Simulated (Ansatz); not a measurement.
# Phonons of Sc-Mg-Sc stack of (100) layers, part 3 of 3

The plan: relax Sc-Mg-Sc stack of (100) layers, check its phonons, and, if the lattice is stable, compute its Eliashberg function and ρ(T).

Ansatz 0.2.0; DFT PBEsol, scalar-relativistic, plane waves, PAW.

So far, highest frequency, solved or plainly interpolated (cm⁻¹): step 4 (phonons by linear response: q 2×2×1, k 6×6×1) 259; step 5 (k-mesh 8×8×1) 269. Also lowest on path (cm⁻¹): step 4 -72.5; step 5 -48.9.

## 6. Resistivity: q 2×2×1, k 8×8×1, scattering 12×12×1

Phonons, couplings and the Boltzmann equation in one run.

File input.yaml:

```yaml
crystal:
  lattice:
    - [3.0579338885, 0.0, 0.0]
    - [0.0, 3.0579338885, 0.0]
    - [0.0, 0.0, 32.8625553076]
  atoms:
    - { symbol: Sc, position: [0.0, 0.0, 0.1665896694] }
    - { symbol: Mg, position: [0.5, 0.5, 0.2363066392] }
    - { symbol: Sc, position: [0.0, 0.0, 0.306023609] }
  periodic: [true, true, false]
kpoints:
  mp_grid: { grid: [8, 8, 1] }
hamiltonian:
  xc: pbesol
scf:
  occupations: { method: methfessel_paxton, width: 0.2 }
output:
  eigenvalues: true
phonons:
  method: dfpt
  qmesh: [2, 2, 1]
  temperatures: { t_max: 1000, t_step: 50 }
  qpath:
    path: [[0.0, 0.0, 0.0], [0.0, 0.5, 0.0], [0.5, 0.5, 0.0], [0.0, 0.0, 0.0]]
    npoints: 10
  electrical_resistivity:
    mesh: [12, 12, 1]
    temperatures: [20.0, 50.0, 77.0, 100.0, 150.0, 200.0, 300.0, 400.0, 600.0, 800.0]
```

Command:

```
$ ansatz run input.yaml --threads 4 --pin off --max-ram 16384MiB --backend cpu --events-out ev --progress --plain --runs-dir out
```

Output:

```text
[the first part of the log is left out]
  E_xc         = -232.961419
  E_vxc        = -291.111269  (∫ρ·V_xc dr)
  E_paw        = -2145.509263  (= ΣΔE_a)
  E_vpaw       = -258.690055  (= ΣTr[D̂ρ^β])
  E_aug_tail   = 0.000017  (compensation charges beyond the density's cutoff)
  E_ewald      = 27283.940164
  E_core_change = 0.316912  (= ΣΔE_core)
  E_smearing   = 0.002226  (= −TS)
  E_closure    = 0.000000  (closes the sum)
  Σ components = -6132.841911   (vs F -6132.841911, Δ=0.00e0)
--- Band table (eV; the first three rows and the last of 15) ---
  k-point 0: bands = ["-78.0330", "-53.1339", "-53.1338", "-44.9678", "-44.9678", "-44.9664", "-31.9622", "-31.9581", "-31.6051", "-31.6051", "-31.6050", "-31.6050", "-9.1642", "-7.2971", "-5.6014", "-3.7068", "-3.6638", "-3.4631", "-3.3410", "-2.5397", "-0.9929", "-0.9929", "-0.9051", "-0.9051"]
  k-point 1: bands = ["-78.0328", "-53.1275", "-53.1274", "-44.9720", "-44.9675", "-44.9660", "-31.9555", "-31.9517", "-31.6636", "-31.6634", "-31.6001", "-31.6001", "-8.9067", "-6.9963", "-5.3704", "-3.5725", "-3.5191", "-3.4276", "-3.2438", "-2.5339", "-1.2507 (-1.2507°)", "-0.9541", "-0.8784", "-0.8690"]
  k-point 2: bands = ["-78.0321", "-53.1120", "-53.1119", "-44.9822", "-44.9666", "-44.9650", "-31.9394", "-31.9361", "-31.8027", "-31.8023", "-31.5882", "-31.5881", "-8.1683", "-6.1679", "-4.7900", "-3.5264", "-3.3258", "-3.2100", "-3.1950", "-2.3183", "-1.5225", "-0.8668", "-0.7907", "-0.7318"]
  k-point 14: bands = ["-78.0293", "-53.0474", "-53.0473", "-44.9936", "-44.9936", "-44.9608", "-31.9420", "-31.9420", "-31.9418", "-31.9418", "-31.8750", "-31.8727", "-4.9145", "-4.7442", "-3.6649", "-3.6649", "-2.8843", "-2.8843", "-2.3978", "-1.2238", "-0.5743", "-0.5743", "0.7882", "0.7882"]
  ° read free of the cell's end (the report's vacuum.weakly_bound_levels)
--- Phonons (Γ-DFPT): 6 representative perturbations + reference (Σ response iterations 30) ---
  ASR residual: 7.979e-6 → 0.000e0 eV/Å²; symmetrization residual: 7.863e-7 eV/Å²
  The last average, over the group as it would stand without the narrowing to the FFT grids, took up to 1.573e-7 eV/Å² of the zone centre's force constants
  ASR residual per site (eV/Å²): 6.44e-6 7.98e-6 6.90e-6
  Γ frequencies (cm⁻¹): 0.00 0.00 0.00 90.43 90.43 107.69 195.37 195.37 246.13
--- Phonons (arbitrary-q DFPT): 3 irreducible q on the 2×2×1 mesh ---
  q = [0.0000, 0.0000, 0.0000] (star 1, of the zone-centre solve; hermiticity 3.69e-7, symmetrization 1.23e-12, taken by the last average 3.69e-8): -0.00 -0.00 0.00 90.43 90.43 107.69 195.37 195.37 246.13
  q = [0.0000, -0.5000, 0.0000] (star 2, 9 solved perturbations on 25 of 64 k-point pairs; hermiticity 2.64e-8, symmetrization 1.19e-9, taken by the last average 6.58e-8): -48.91 57.02 85.91 93.42 143.58 160.23 161.81 234.01 269.35
  q = [-0.5000, -0.5000, 0.0000] (star 1, 6 solved perturbations in 120 linear systems a pass and spin channel, the states on 25 of 64 k-point pairs; hermiticity 1.29e-7, symmetrization 6.58e-10, taken by the last average 1.82e-8): 73.02 109.87 229.42 229.42 229.74 229.74 230.64 266.72 266.72
  sum rule: each row above includes the acoustic sum rule's correction from the zone centre's row sums; it moved no ω² by more than (0.30 cm⁻¹)²
  mesh force constants: q→R imaginary residual 1.05e-17; ASR residual 7.979e-6 → 0.000e0 eV/Å²; symmetrization residual 1.332e-15 eV/Å²
  interpolated dispersion: 31 rows × 9 modes
  density of states and harmonic sums: on the 20×20×1 q-mesh, interpolated from the force constants of a 2×2×1 supercell (no non-analytic term)
  largest difference from the sums on the solved wave vectors: F 2.36e-1 eV, S 3.36e-4 and C_V 9.98e-5 eV/K
  zero-point energy: 0.085324 eV/cell   skipped modes (ω ≤ 0): 10, of them read as no rigid motion or as one in doubt: 7 (8.500e-2 modes/cell left out, lowest -48.91 cm⁻¹)   left out of the sums: 1.03e-2 of the cell's modes: C_V's classical limit lies that fraction below 3 k_B per atom; for a crystal, a wire or a layer, F and S can be off by more, and a phonons.interpolated_qmesh denser along its periods is the remedy for the sampling
Error: electrical resistivity: the mode of lowest frequency at the wavevector [0.0000, -0.5000, 0.0000] is imaginary, -48.91 cm⁻¹ (written negative): the force constants describe an unstable lattice; relax the structure, enlarge phonons.supercell (under dfpt, kpoints.mp_grid), or, with a block electrical_resistivity or superconductivity, name a file of force constants under which the crystal is stable (phonons.electron_phonon_force_constants)
The harmonic force constants that this run solved are whole in <dir>
```

Elapsed: 94 s, on 4 threads of Arm Neoverse V2, shared host; peak memory 1.2 GiB.

The run ended with an error.

The program's message: “electrical resistivity: the mode of lowest frequency at the wavevector [0.0000, -0.5000, 0.0000] is imaginary, -48.91 cm⁻¹ (written negative): the force constants describe an unstable lattice; relax t …”

The run stops because a mode is imaginary on the scattering mesh, where no scattering rate is defined; denser k meshes, other smearings and, between solved wavevectors, finer q meshes show whether the instability is real.

## 7. Results

| Item | Value |
| --- | --- |
| phonon run of the rows without a label of their own | PBEsol, q 2×2×1, k 8×8×1 |
| softest mode on the q mesh | -48.9 cm⁻¹ at q = (0, 0.5, 0) |
| highest frequency, solved or plainly interpolated | 269 cm⁻¹ |

The lattice is dynamically unstable at this level: a mode at q = (0, 0.5, 0) is imaginary, 48.9i cm⁻¹, so no harmonic coupling constant or resistivity is defined for this structure. These meshes are coarse, and single modes of a metal can move by tens of cm⁻¹ with the k mesh. The structure was built by hand as an ordered model, and its stability against other phases was not tested.

[Logs are printed without paths, hosts, clocks, repeated set-up lines and the standing remarks that a program may print on its own settings, such as how far it seeks lower states.]

[Hosts, paths, dates, database ids (printed as entryN), source tags and the programs' standing remarks are cut or masked in the printed files.]
